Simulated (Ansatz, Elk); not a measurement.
# Bonding as seen by X-rays: CaCr, part 2 of 2

The structure of CaCr used here is made up (a known structure type with other elements) and was relaxed beforehand with PBEsol. The aim is the Fourier transform of its all-electron density, F(hkl), set beside the sum over free spherical atoms that refinements use.

Elk 11.2.3 (patched build); all-electron DFT.

So far: The structure; Ground state and structure factors; The magnetisation density; The highest occupied states alone.

The structure was built from a prototype and need not be the compound's stable phase.

## Step 5: Another functional

Level of this step: DFT, LDA (Perdew-Wang), all-electron APW+lo, Dirac cores, scalar-relativistic bands, static density, ferromagnetic start (Elk).

The difference from free atoms is small, so it is set against the change that LDA (Perdew-Wang) makes.

Input file elk.in:

```
tasks
  0
  195
  196

xctype
  3

spinpol
  .true.

rgkmax
  7.0

gmaxvr
  14.0

lmaxo
  7

lmaxapw
  8

swidth
  0.002

tshift
  .false.

ramdisk
  .false.

hmaxvr
  5.5

maxscl
  120

epspot
  1e-06

reducebf
  0.8

sppath
  './'

avec
  -0.00000000000 5.77403618393 5.77403618393
  5.77403618393 -0.00000000000 5.77403618393
  5.77403618393 5.77403618393 -0.00000000000

atoms
  2
  'Cr.in'
  1
  0.5000000000 0.5000000000 0.5000000000   0.000000 0.000000 -0.205000
  'Ca.in'
  1
  0.0000000000 -0.0000000000 -0.0000000000   0.000000 0.000000 0.000000

ngridk
  6 6 6
```

Run with:

```sh
> OMP_NUM_THREADS=4 elk
```

Numbers of over 12 decimals in the logs are rounded to 6 here.

What it wrote:

```text
┌─────────────────────────┐
│ Elk code version 11.2.3 │
└─────────────────────────┘

All units are atomic (Hartree, Bohr, etc.)

┌─────────────────────────────────────────────────┐
│ Ground-state run starting from atomic densities │
└─────────────────────────────────────────────────┘

Lattice vectors :
  -0.000000000       5.774036184       5.774036184
   5.774036184      -0.000000000       5.774036184
   5.774036184       5.774036184      -0.000000000

Reciprocal lattice vectors :
 -0.5440895335      0.5440895335      0.5440895335
[...]
total in muffin-tins        :    40.76159676
 total calculated charge     :    43.99996775
 total charge                :    44.00000000
 error                       :   0.3225185765E-04

Moments :
 interstitial                :   0.5448446456
 muffin-tins
  species : 1 (Cr)
   atom 1                    :    3.864119648
  species : 2 (Ca)
   atom 1                    :   0.7124053909E-01
 total in muffin-tins        :    3.935360187
 total moment                :    4.480204833

┌──────────────────────────────┐
│ Self-consistent loop stopped │
└──────────────────────────────┘

Wrote STATE.OUT
[key lines of the parts left out:]
total energy                :     -1727.5439325583
```

Wall time 23 s (4 threads of Arm Neoverse V1, shared host); peak memory 0.16 GiB.

Against the first run R = 0.07 %; the largest change is -0.036 at 222. The moment goes from 4.34 to 4.48 μB.

## Step 6: A coarser k-mesh

About half the k-points along each axis test the sampling.

Edit elk.in of step 5 so:

```diff
@@ -6,3 +6,3 @@
 xctype
-  3
+  20
 
@@ -62,2 +62,2 @@
 ngridk
-  6 6 6
+  3 3 3
```

Run with:

```sh
> OMP_NUM_THREADS=4 elk
```

What it wrote:

```text
┌─────────────────────────┐
│ Elk code version 11.2.3 │
└─────────────────────────┘

All units are atomic (Hartree, Bohr, etc.)

┌─────────────────────────────────────────────────┐
│ Ground-state run starting from atomic densities │
└─────────────────────────────────────────────────┘

Lattice vectors :
  -0.000000000       5.774036184       5.774036184
   5.774036184      -0.000000000       5.774036184
   5.774036184       5.774036184      -0.000000000

Reciprocal lattice vectors :
 -0.5440895335      0.5440895335      0.5440895335
[...]
total in muffin-tins        :    40.72984057
 total calculated charge     :    43.99997330
 total charge                :    44.00000000
 error                       :   0.2670359797E-04

Moments :
 interstitial                :   0.2036860843
 muffin-tins
  species : 1 (Cr)
   atom 1                    :    3.785436820
  species : 2 (Ca)
   atom 1                    :   0.1234924550E-01
 total in muffin-tins        :    3.797786066
 total moment                :    4.001472150

┌──────────────────────────────┐
│ Self-consistent loop stopped │
└──────────────────────────────┘

Wrote STATE.OUT
[key lines of the parts left out:]
total energy                :     -1731.1941774187
```

Run time: 20 s. Hardware: 4 threads; peak memory 0.21 GiB.

Against the first run R = 0.02 %; the largest change is -0.017 at 200. The moment goes from 4.34 to 4.00 μB.

## Step 7: Basis size

A smaller basis shows how fast F responds to it; the change is likely larger than the basis error of the first run, but doesn't show convergence.

Edit elk.in of step 6 so:

```diff
@@ -12,3 +12,3 @@
 rgkmax
-  7.0
+  5.5
 
@@ -62,2 +62,2 @@
 ngridk
-  3 3 3
+  6 6 6
```

Run with:

```sh
> OMP_NUM_THREADS=4 elk
```

What it wrote:

```text
┌─────────────────────────┐
│ Elk code version 11.2.3 │
└─────────────────────────┘

All units are atomic (Hartree, Bohr, etc.)

┌─────────────────────────────────────────────────┐
│ Ground-state run starting from atomic densities │
└─────────────────────────────────────────────────┘

Lattice vectors :
  -0.000000000       5.774036184       5.774036184
   5.774036184      -0.000000000       5.774036184
   5.774036184       5.774036184      -0.000000000

Reciprocal lattice vectors :
 -0.5440895335      0.5440895335      0.5440895335
[...]
total in muffin-tins        :    40.63969522
 total calculated charge     :    43.99997542
 total charge                :    44.00000000
 error                       :   0.2458177994E-04

Moments :
 interstitial                :   0.4900211465
 muffin-tins
  species : 1 (Cr)
   atom 1                    :    3.857889540
  species : 2 (Ca)
   atom 1                    :   0.4839298876E-01
 total in muffin-tins        :    3.906282529
 total moment                :    4.396303675

┌──────────────────────────────┐
│ Self-consistent loop stopped │
└──────────────────────────────┘

Wrote STATE.OUT
[key lines of the parts left out:]
total energy                :     -1731.1318204136
```

The job ended after 40 s (4 threads; peak memory 0.19 GiB).

Against the first run R = 0.05 %; the largest change is +0.039 at 420. The moment goes from 4.34 to 4.40 μB.

## Step 8: Settings against the effect

| run | R against the first run (%) | R against neutral atoms, low angle (%) | wall time |
| --- | --- | --- | --- |
| PBE, rgkmax 7 | 0.00 | 1.00 | 44 s |
| LDA (Perdew-Wang) | 0.07 | 1.08 | 23 s |
| k-mesh 3×3×3 | 0.02 | 1.01 | 20 s |
| rgkmax 5.5 | 0.05 | 1.08 | 40 s |

## Step 9: What came out

- R against neutral atoms, sin θ/λ < 0.3 Å⁻¹: 1.00 %
- R against neutral atoms, 0.3 to 0.82 Å⁻¹: 0.33 %

In words: Independent neutral atoms miss the calculated amplitudes by R = 1.00 % below 0.3 Å⁻¹ and 0.33 % from there to 0.82 Å⁻¹; by shells, 6.27 % below 0.15 Å⁻¹ (1 form), 0.81 % 0.15 to 0.3 (4 forms), 0.19 % 0.3 to 0.45 (6 forms), 0.35 % above 0.45 (35 forms). Bonding, aspherical density and the tables' own atoms all enter these figures, and the runs don't part them. The largest change of an amplitude is -0.26 electrons, at 111. The magnetic order is that of the start. No other order was tried here, and an antiferromagnetic one would change or move the magnetic intensity. The window's part falls from 8.0 electrons at the origin to at most 0.52 between 0.45 and 0.82 Å⁻¹. Below 0.3 Å⁻¹ the changes that finished (LDA (Perdew-Wang), k-mesh 3×3×3 and rgkmax 5.5) move F by R = 0.11 % at most, against the 1.00 % that separates it from free atoms. The magnetic factors move by R = 1.4 % (LDA (Perdew-Wang)), 2.9 % (k-mesh 3×3×3) and 1.4 % (rgkmax 5.5), so they aren't settled to better than that. Part of the difference isn't bonding: the tables are fits to free atoms and ions calculated by other methods than this functional. Thermal motion, anomalous dispersion and extinction are left out.

[Logs are printed without paths, hosts, clocks, repeated set-up lines and the standing remarks that a program may print on its own settings, such as how far it seeks lower states.]

[Hosts, paths, dates, database ids (printed as entryN), source tags and the programs' standing remarks are cut or masked in the printed files.]
